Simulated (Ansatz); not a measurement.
## Work function of Ir(100): what the settings cost and change: cost of one run

Ansatz 0.2.0; plane-wave DFT, PBE, fully relativistic PAW with spin-orbit coupling. The cell holds 7 atoms.

Input file input.yaml:

```yaml
crystal:
  lattice:
    - [2.7152900398, 0.0, 0.0]
    - [0.0, 2.7152900398, 0.0]
    - [0.0, 0.0, 29.52]
  atoms:
    - { symbol: Ir, position: [0.0, 0.0, 0.3048780488] }
    - { symbol: Ir, position: [0.5, 0.5, 0.3699186992] }
    - { symbol: Ir, position: [0.0, 0.0, 0.4349593496] }
    - { symbol: Ir, position: [0.5, 0.5, 0.5] }
    - { symbol: Ir, position: [0.0, 0.0, 0.5650406504] }
    - { symbol: Ir, position: [0.5, 0.5, 0.6300813008] }
    - { symbol: Ir, position: [0.0, 0.0, 0.6951219512] }
kpoints:
  mp_grid: { grid: [15, 15, 1] }
hamiltonian:
  xc: pbe
  pseudopotentials: { kind: paw_fr }
scf:
  occupations: { method: fermi_dirac, width: 0.1 }
  convergence: { dr2_threshold: 1.0e-09 }
efield:
  axis: 3
  dipole_correction: true
  ramp_position: 0.97
  ramp_width: 0.06
magnetization:
  noncollinear: true
  spin_orbit: true
output:
  write_potential: true
  write_density: true
  volumetric_format: npy
```

Launch:

```console
$ ansatz run input.yaml --threads 4 --pin off --max-ram 6144MiB --backend cpu --events-out ev --progress --plain --runs-dir out
```

For reference, a run of the same kind (7 atoms, 36 k-points, 72 bands and 4,335 plane waves; 10 SCF cycles) took 44 s and 0.93 GiB on the same hardware.

Q: Estimate wall time and peak memory on 4 threads of Arm Neoverse N1, shared host.

The run has 36 k-points, 144 bands, 4,335 plane waves and two-component spinors. Taking the work of a cycle as k-points × spins × bands × plane waves, that is 4 times the reference, or 2.9 min at the reference's 10 cycles. The run needed 12 SCF cycles, which makes it about 3.5 min. One copy of the wavefunctions takes 0.67 GiB at 16 bytes a coefficient, against 0.17 GiB in the reference; grids, projectors and work arrays come on top. Measured: about 6.2 min, with a peak of 3.6 GiB. The run took longer than the estimate, which leaves out the steps that grow as the square of the band count.

[Logs are printed without paths, hosts, clocks, repeated set-up lines and the standing remarks that a program may print on its own settings, such as how far it seeks lower states.]

[Hosts, paths, dates, database ids (printed as entryN), source tags and the programs' standing remarks are cut or masked in the printed files.]

[Maps of the electrostatic potential energy from Ansatz leave out the sawtooth potential of an applied field or a dipole correction, so their vacuum need not be flat; planar profiles and work functions include it.]
